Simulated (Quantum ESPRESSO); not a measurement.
# C (Fd-3m): a volume series of phonon spectra, part 4 of 7

Aim: how the vibrations of C shift with volume, and the expansion that follows.

What experiment has found for this phase:
- volume expansion coefficient 3.5 1e-6/K and bulk modulus 442 GPa near room temperature (given in “High-Throughput Prediction of Finite-Temperature Properties using the Quasi-Harmonic Approximation”, 2016, arXiv:1603.06924)

Quantum ESPRESSO 7.5; DFT PBE, scalar-relativistic, plane waves, GBRV ultrasoft pseudopotentials.

So far. Step 3 (Finding the static equilibrium): After the last step pw.x solved the final cell once more on a basis chosen for it, which moves the energy without moving the atoms. Step 4 (Self-consistent run): On a basis chosen for the relaxed cell the pressure is 0.008 GPa, small enough for phonons.

### Step 5. A displaced supercell

One atom (for the harmonic constants) or a pair of atoms (for the cubic ones) is moved by a few hundredths of an ångström; the forces on all atoms give a column of force constants. The threshold is tight because the forces are small.

System of this step: C. The cell holds 54 atoms: 54 C. Its edges and angles: a = 7.575 Å, b = 7.575 Å, c = 7.575 Å, α = 60.0°, β = 60.0°, γ = 60.0°. It derives from C, repeated 3×3×3.

Input file disp-00001.in:

```
&CONTROL
  calculation = 'scf'
  prefix      = 'x'
  outdir      = './tmp'
  pseudo_dir  = './pseudo'
  tprnfor     = .true.
  disk_io     = 'none'
/
&SYSTEM
  ibrav       = 0
  nat         = 54
  ntyp        = 1
  ecutwfc     = 45.0
  ecutrho     = 270.0
  occupations = 'fixed'
  nbnd        = 110
/
&ELECTRONS
  conv_thr         = 1.0d-11
  mixing_beta      = 0.7
  electron_maxstep = 100
/
ATOMIC_SPECIES
 C      12.0110  C.upf
CELL_PARAMETERS angstrom
     0.000000000    5.356325721    5.356325721
     5.356325721    0.000000000    5.356325721
     5.356325721    5.356325721    0.000000000
ATOMIC_POSITIONS crystal
 C      0.002640268   0.000000000   0.000000000
 C      0.333333333   0.000000000   0.000000000
 C      0.666666667   0.000000000   0.000000000
 C      0.000000000   0.333333333   0.000000000
 C      0.333333333   0.333333333   0.000000000
 C      0.666666667   0.333333333   0.000000000
 C      0.000000000   0.666666667   0.000000000
 C      0.333333333   0.666666667   0.000000000
 C      0.666666667   0.666666667   0.000000000
 C      0.000000000   0.000000000   0.333333333
 C      0.333333333   0.000000000   0.333333333
 C      0.666666667   0.000000000   0.333333333
 C      0.000000000   0.333333333   0.333333333
 C      0.333333333   0.333333333   0.333333333
 C      0.666666667   0.333333333   0.333333333
 C      0.000000000   0.666666667   0.333333333
 C      0.333333333   0.666666667   0.333333333
 C      0.666666667   0.666666667   0.333333333
 C      0.000000000   0.000000000   0.666666667
 C      0.333333333   0.000000000   0.666666667
 C      0.666666667   0.000000000   0.666666667
 C      0.000000000   0.333333333   0.666666667
 C      0.333333333   0.333333333   0.666666667
 C      0.666666667   0.333333333   0.666666667
 C      0.000000000   0.666666667   0.666666667
 C      0.333333333   0.666666667   0.666666667
 C      0.666666667   0.666666667   0.666666667
 C      0.083333333   0.083333333   0.083333333
 C      0.416666667   0.083333333   0.083333333
 C      0.750000000   0.083333333   0.083333333
 C      0.083333333   0.416666667   0.083333333
 C      0.416666667   0.416666667   0.083333333
 C      0.750000000   0.416666667   0.083333333
 C      0.083333333   0.750000000   0.083333333
 C      0.416666667   0.750000000   0.083333333
 C      0.750000000   0.750000000   0.083333333
 C      0.083333333   0.083333333   0.416666667
 C      0.416666667   0.083333333   0.416666667
 C      0.750000000   0.083333333   0.416666667
 C      0.083333333   0.416666667   0.416666667
 C      0.416666667   0.416666667   0.416666667
 C      0.750000000   0.416666667   0.416666667
 C      0.083333333   0.750000000   0.416666667
 C      0.416666667   0.750000000   0.416666667
 C      0.750000000   0.750000000   0.416666667
 C      0.083333333   0.083333333   0.750000000
 C      0.416666667   0.083333333   0.750000000
 C      0.750000000   0.083333333   0.750000000
 C      0.083333333   0.416666667   0.750000000
 C      0.416666667   0.416666667   0.750000000
 C      0.750000000   0.416666667   0.750000000
 C      0.083333333   0.750000000   0.750000000
 C      0.416666667   0.750000000   0.750000000
 C      0.750000000   0.750000000   0.750000000
K_POINTS automatic
 3 3 3 0 0 0
```

The run is started by

```sh
OMP_NUM_THREADS=1 mpirun -n 4 pw.x -nk 4 -in disp-00001.in > disp-00001.out
```

The log of the run:

```text
[banner, memory and clock lines left out]
Program PWSCF v.7.5

     Message from routine setup:
     using ibrav=0 with symmetry is DISCOURAGED, use correct ibrav instead

     G-vector sticks info

     bravais-lattice index     =            0
     lattice parameter (alat)  =      14.3147  a.u.
     unit-cell volume          =    2074.0897 (a.u.)^3
     number of atoms/cell      =           54
     number of atomic types    =            1
     number of electrons       =       216.00
     number of Kohn-Sham states=          110
     kinetic-energy cutoff     =      45.0000  Ry
     charge density cutoff     =     270.0000  Ry
     scf convergence threshold =      1.0E-11
     mixing beta               =       0.7000
     number of iterations used =            8  plain     mixing
     Exchange-correlation= SLA  PW   PBE  PBE
                           (   1   4   3   4   0   0   0)

     celldm(1)=  14.314654  celldm(2)=   0.000000  celldm(3)=   0.000000
     celldm(4)=   0.000000  celldm(5)=   0.000000  celldm(6)=   0.000000

     crystal axes: (cart. coord. in units of alat)
               a(1) = (   0.000000   0.707107   0.707107 )
               a(2) = (   0.707107   0.000000   0.707107 )
               a(3) = (   0.707107   0.707107   0.000000 )

     reciprocal axes: (cart. coord. in units 2 pi/alat)
               b(1) = ( -0.707107  0.707107  0.707107 )
               b(2) = (  0.707107 -0.707107  0.707107 )
               b(3) = (  0.707107  0.707107 -0.707107 )

     PseudoPot. # 1 for C  read from file:
     ./pseudo/C.upf
     Pseudo is Ultrasoft + core correction, Zval =  4.0
     Using radial grid of  721 points,  4 beta functions with:
                l(1) =   0
                l(2) =   0
                l(3) =   1
                l(4) =   1
     Q(r) pseudized with  8 coefficients,  rinner =    1.100   1.100   1.100

     atomic species   valence    mass     pseudopotential
     C                 4.00    12.01100     C ( 1.00)

      2 Sym. Ops. (no inversion) found

   Cartesian axes

     site n.     atom                  positions (alat units)
         1        C      tau(   1) = (   0.0000000   0.0018670   0.0018670  )
         2        C      tau(   2) = (   0.0000000   0.2357023   0.2357023  )
         3        C      tau(   3) = (   0.0000000   0.4714045   0.4714045  )
         4        C      tau(   4) = (   0.2357023   0.0000000   0.2357023  )
         5        C      tau(   5) = (   0.2357023   0.2357023   0.4714045  )
         6        C      tau(   6) = (   0.2357023   0.4714045   0.7071068  )
         7        C      tau(   7) = (   0.4714045   0.0000000   0.4714045  )
         8        C      tau(   8) = (   0.4714045   0.2357023   0.7071068  )
         9        C      tau(   9) = (   0.4714045   0.4714045   0.9428090  )
        10        C      tau(  10) = (   0.2357023   0.2357023   0.0000000  )
        11        C      tau(  11) = (   0.2357023   0.4714045   0.2357023  )
        12        C      tau(  12) = (   0.2357023   0.7071068   0.4714045  )
        13        C      tau(  13) = (   0.4714045   0.2357023   0.2357023  )
        14        C      tau(  14) = (   0.4714045   0.4714045   0.4714045  )
        15        C      tau(  15) = (   0.4714045   0.7071068   0.7071068  )
        16        C      tau(  16) = (   0.7071068   0.2357023   0.4714045  )
[...]
47        C      tau(  47) = (   0.5892557   0.8249579   0.3535534  )
        48        C      tau(  48) = (   0.5892557   1.0606602   0.5892557  )
        49        C      tau(  49) = (   0.8249579   0.5892557   0.3535534  )
        50        C      tau(  50) = (   0.8249579   0.8249579   0.5892557  )
        51        C      tau(  51) = (   0.8249579   1.0606602   0.8249579  )
        52        C      tau(  52) = (   1.0606602   0.5892557   0.5892557  )
        53        C      tau(  53) = (   1.0606602   0.8249579   0.8249579  )
        54        C      tau(  54) = (   1.0606602   1.0606602   1.0606602  )

     number of k points=    10
                       cart. coord. in units 2pi/alat
        k(    1) = (   0.0000000   0.0000000   0.0000000), wk =   0.0740741
        k(    2) = (   0.2357023   0.2357023  -0.2357023), wk =   0.2962963
        k(    3) = (   0.4714045   0.0000000  -0.0000000), wk =   0.1481481
        k(    4) = (  -0.0000000  -0.4714045   0.4714045), wk =   0.1481481
        k(    5) = (  -0.2357023   0.2357023   0.2357023), wk =   0.1481481
        k(    6) = (   0.2357023   0.2357023   0.2357023), wk =   0.1481481
        k(    7) = (  -0.0000000   0.4714045   0.0000000), wk =   0.2962963
        k(    8) = (  -0.0000000  -0.4714045  -0.4714045), wk =   0.1481481
        k(    9) = (  -0.4714045  -0.0000000  -0.4714045), wk =   0.2962963
        k(   10) = (   0.4714045   0.0000000  -0.4714045), wk =   0.2962963

     Dense  grid:   155101 G-vectors     FFT dimensions: (  75,  75,  75)

     Smooth grid:    84667 G-vectors     FFT dimensions: (  64,  64,  64)

     Initial potential from superposition of free atoms

     starting charge     215.9978, renormalised to     216.0000
     Starting wfcs are  216 randomized atomic wfcs

     per-process dynamical memory:   215.0 Mb

     Self-consistent Calculation

     iteration #  1     ecut=    45.00 Ry     beta= 0.70
     Davidson diagonalization with overlap
     ethr =  1.00E-02,  avg # of iterations =  2.0

     total energy              =    -619.77395115 Ry
     estimated scf accuracy    <       3.05322113 Ry

     iteration #  2     ecut=    45.00 Ry     beta= 0.70
     Davidson diagonalization with overlap
     ethr =  1.41E-03,  avg # of iterations =  1.0

     total energy              =    -619.94736665 Ry
     estimated scf accuracy    <       0.07874912 Ry

     iteration #  3     ecut=    45.00 Ry     beta= 0.70
     Davidson diagonalization with overlap
     ethr =  3.65E-05,  avg # of iterations =  2.7

     total energy              =    -619.96246757 Ry
     estimated scf accuracy    <       0.00115021 Ry

     iteration #  4     ecut=    45.00 Ry     beta= 0.70
     Davidson diagonalization with overlap
     c_bands:  2 eigenvalues not converged
     ethr =  5.33E-07,  avg # of iterations = 13.7

     total energy              =    -619.96317376 Ry
     estimated scf accuracy    <       0.00002153 Ry

     iteration #  5     ecut=    45.00 Ry     beta= 0.70
     Davidson diagonalization with overlap
     ethr =  9.97E-09,  avg # of iterations =  5.3

     total energy              =    -619.96319541 Ry
     estimated scf accuracy    <       0.00002260 Ry

     iteration #  6     ecut=    45.00 Ry     beta= 0.70
     Davidson diagonalization with overlap
     ethr =  9.97E-09,  avg # of iterations =  4.4

     total energy              =    -619.96320002 Ry
     estimated scf accuracy    <       0.00000027 Ry

     iteration #  7     ecut=    45.00 Ry     beta= 0.70
     Davidson diagonalization with overlap
     ethr =  1.24E-10,  avg # of iterations =  5.0

     total energy              =    -619.96320022 Ry
     estimated scf accuracy    <       0.00000021 Ry

     iteration #  8     ecut=    45.00 Ry     beta= 0.70
     Davidson diagonalization with overlap
     ethr =  9.71E-11,  avg # of iterations =  2.0

     total energy              =    -619.96320022 Ry
     estimated scf accuracy    <       0.00000005 Ry

     iteration #  9     ecut=    45.00 Ry     beta= 0.70
     Davidson diagonalization with overlap
     ethr =  2.25E-11,  avg # of iterations =  3.0

     total energy              =    -619.96320024 Ry
     estimated scf accuracy    <          5.0E-09 Ry

     iteration # 10     ecut=    45.00 Ry     beta= 0.70
     Davidson diagonalization with overlap
     ethr =  2.30E-12,  avg # of iterations =  3.1

     total energy              =    -619.96320023 Ry
     estimated scf accuracy    <          5.5E-09 Ry

     iteration # 11     ecut=    45.00 Ry     beta= 0.70
     Davidson diagonalization with overlap
     ethr =  2.30E-12,  avg # of iterations =  2.0

     total energy              =    -619.96320023 Ry
     estimated scf accuracy    <          2.5E-10 Ry

     iteration # 12     ecut=    45.00 Ry     beta= 0.70
     Davidson diagonalization with overlap
     ethr =  1.15E-13,  avg # of iterations =  3.4

     total energy              =    -619.96320023 Ry
     estimated scf accuracy    <          5.7E-11 Ry

     iteration # 13     ecut=    45.00 Ry     beta= 0.70
     Davidson diagonalization with overlap
     ethr =  1.00E-13,  avg # of iterations =  1.0

     total energy              =    -619.96320023 Ry
     estimated scf accuracy    <          3.2E-11 Ry

     iteration # 14     ecut=    45.00 Ry     beta= 0.70
     Davidson diagonalization with overlap
     ethr =  1.00E-13,  avg # of iterations =  1.1

     End of self-consistent calculation

          k = 0.0000 0.0000 0.0000 ( 10657 PWs)   bands (ev):

    -8.1233  -5.1342  -5.1197  -5.1177  -5.1177  -5.1177  -5.1177  -5.1157
    -5.1021  -4.1283  -4.1175  -4.1161  -4.1161  -4.1148  -4.1040  -0.7512
    -0.7300  -0.7285  -0.7280  -0.7276  -0.7268  -0.7268  -0.7259  -0.7256
    -0.7251  -0.7234  -0.7032   2.3589   2.3775   2.3783   2.3805   2.3807
     2.3823   2.3823   2.3840   2.3841   2.3863   2.3871   2.4049   3.9193
     3.9278   3.9309   3.9427   3.9430   3.9440   3.9444   3.9444   3.9445
     3.9447   3.9453   3.9462   3.9465   3.9466   3.9468   3.9469   3.9471
     3.9601   3.9615   3.9719   6.1144   6.1238   6.1273   6.1275   6.1311
     6.1401   7.9716   7.9870   7.9890   7.9908   7.9913   7.9915   7.9915
     7.9915   7.9921   7.9939   7.9958   8.0102   8.5950   8.6043   8.6116
     8.6125   8.6131   8.6137   8.6137   8.6144   8.6149   8.6158   8.6236
     8.6335  10.9299  10.9624  10.9673  10.9684  10.9705  10.9708  10.9710
    10.9710  10.9713  10.9713  10.9714  10.9719  10.9739  10.9749  10.9805
    11.0138  13.2723  13.2834  13.2950  17.4330  17.4432

          k = 0.2357 0.2357-0.2357 ( 10603 PWs)   bands (ev):

    -7.7829  -6.7696  -5.4465  -5.4398  -5.4336  -5.1099  -5.1034  -5.0968
    -4.1626  -4.1562  -4.1500  -3.0150  -2.6253  -2.6188  -2.6129  -2.5289
    -2.5223  -2.5154  -0.6450  -0.6341  -0.6330  -0.6327  -0.6315  -0.6225
[...]
11.7650  11.7802  12.7417  12.7584  18.1487  18.1605

          k = 0.4714 0.0000-0.0000 ( 10566 PWs)   bands (ev):

[...]
11.7988  11.8439  11.8442  12.2241  17.6342  17.8778

          k =-0.0000-0.4714 0.4714 ( 10577 PWs)   bands (ev):

[...]
10.9750  11.6582  11.6586  12.6931  18.2395  19.0572

          k =-0.2357 0.2357 0.2357 ( 10603 PWs)   bands (ev):

[...]
11.7656  11.7742  12.7411  12.7505  18.1525  18.1544

          k = 0.2357 0.2357 0.2357 ( 10603 PWs)   bands (ev):

[...]
11.7705  11.7794  12.7490  12.7590  18.1532  18.1606

          k =-0.0000 0.4714 0.0000 ( 10566 PWs)   bands (ev):

[...]
11.8049  11.8404  11.8518  12.2238  17.6344  17.8779

          k =-0.0000-0.4714-0.4714 ( 10577 PWs)   bands (ev):

[...]
10.9728  11.6502  11.6668  12.6927  18.2406  19.0559

          k =-0.4714-0.0000-0.4714 ( 10577 PWs)   bands (ev):

[...]
10.9731  11.6510  11.6607  12.7000  18.2428  19.0573

          k = 0.4714 0.0000-0.4714 ( 10577 PWs)   bands (ev):

[...]
3.0298   3.0426   3.5706   3.5783   4.5204   4.5281   4.5332   4.5340
     4.6736   4.6789   5.5372   5.8397   5.8447   5.8499   5.8524   5.9733
     5.9762   5.9841   6.1688   6.1747   6.4619   6.4638   6.5595   7.1932
     7.4869   7.4883   7.4919   7.4949   7.5190   7.5251   7.5277   7.5357
     7.5915   7.5979   7.6518   7.6546   7.6561   7.6700   7.7013   7.7107
     8.4975   8.5011   8.6229   8.6332   8.9419   8.9522   9.1046   9.1093
     9.1113   9.1240   9.1671   9.1731   9.8999   9.9259   9.9349   9.9371
     9.9442  10.0888  10.0995  10.5594  10.7769  10.7914  10.8560  10.9709
    10.9849  11.6560  11.6660  12.6858  18.2377  19.0551

     highest occupied, lowest unoccupied level (ev):    13.2950   17.4330

!    total energy              =    -619.96320023 Ry
     estimated scf accuracy    <          4.3E-13 Ry

     The total energy is the sum of the following terms:
     one-electron contribution =     216.34102134 Ry
     hartree contribution      =      52.29280612 Ry
     xc contribution           =    -198.88419102 Ry
     ewald contribution        =    -689.71283668 Ry

     convergence has been achieved in  14 iterations

     Forces acting on atoms (cartesian axes, Ry/au):

     atom    1 type  1   force =    -0.00075115   -0.02439727   -0.02439727
     atom    2 type  1   force =     0.00073026    0.00181024    0.00181024
     atom    3 type  1   force =    -0.00072593    0.00173241    0.00173241
     atom    4 type  1   force =     0.00054703   -0.00047676    0.00049433
     atom    5 type  1   force =    -0.00000073    0.00005661    0.00005650
     atom    6 type  1   force =    -0.00055036    0.00049382   -0.00046752
     atom    7 type  1   force =     0.00126740   -0.00120076    0.00121916
     atom    8 type  1   force =    -0.00128621    0.00122495   -0.00120092
     atom    9 type  1   force =     0.00000019    0.00005562    0.00005771
     atom   10 type  1   force =     0.00054703    0.00049433   -0.00047676
     atom   11 type  1   force =    -0.00000073    0.00005650    0.00005661
     atom   12 type  1   force =    -0.00055036   -0.00046752    0.00049382
     atom   13 type  1   force =     0.00004719    0.00000974    0.00000974
     atom   14 type  1   force =    -0.00004680    0.00000937    0.00000937
     atom   15 type  1   force =     0.00000027    0.00003650    0.00003650
     atom   16 type  1   force =    -0.00000492   -0.00005809   -0.00005134
[...]
atom   47 type  1   force =     0.00003639   -0.00014621   -0.00007455
     atom   48 type  1   force =    -0.00003768   -0.00007991   -0.00014403
     atom   49 type  1   force =    -0.00006389   -0.00004396    0.00002296
     atom   50 type  1   force =    -0.00000005   -0.00001552   -0.00001610
     atom   51 type  1   force =     0.00006435    0.00002458   -0.00004370
     atom   52 type  1   force =    -0.00010285   -0.00008136   -0.00008136
     atom   53 type  1   force =     0.00009948   -0.00008058   -0.00008058
     atom   54 type  1   force =    -0.00000015   -0.00002922   -0.00002922

     Total force =     0.038171     Total SCF correction =     0.000002
     Message from routine punch:
     Nothing written, as per user request (disk_io='none')
```

Run time: 2.6 min. Hardware: 4 MPI ranks of Arm Neoverse V2, shared host; 10 min of CPU time.

Numbers from this step:

| Property | Result |
| --- | --- |
| gap on the k-mesh | 4.138 eV |

Force (size) by element, in eV/Å:

```csv
element,atoms,mean,spread (r.m.s.),least,largest
C,54,0.041,0.127,0.000,0.887
```

The atoms with the largest values:

```
atom       x, y, z (Å)            force (eV/Å)
  C1  0.00, 0.01, 0.01  -0.019, -0.627, -0.627
 C28  0.89, 0.89, 0.89     0.071, 0.169, 0.169
 C30  0.89, 4.46, 4.46    -0.053, 0.153, 0.153
 C34  4.46, 0.89, 4.46     0.001, 0.099, 0.100
 C46  4.46, 4.46, 0.89     0.001, 0.100, 0.099
  C2  0.00, 1.79, 1.79     0.019, 0.047, 0.047
  C3  0.00, 3.57, 3.57    -0.019, 0.045, 0.045
 C20  3.57, 5.36, 1.79   -0.033, -0.031, 0.031
```

At this level the gap is 4.14 eV on the k-mesh of the self-consistent run, which can miss the band edges.

(Part 4 of 7 ends here.)

[Logs are printed without paths, hosts, clocks, repeated set-up lines and the standing remarks that a program may print on its own settings, such as how far it seeks lower states.]

[Hosts, paths, dates, database ids (printed as entryN), source tags and the programs' standing remarks are cut or masked in the printed files.]

[A step with changed settings may run another functional than the one named; its input shows which.]

[Of the runs on displaced cells, only some may be shown.]
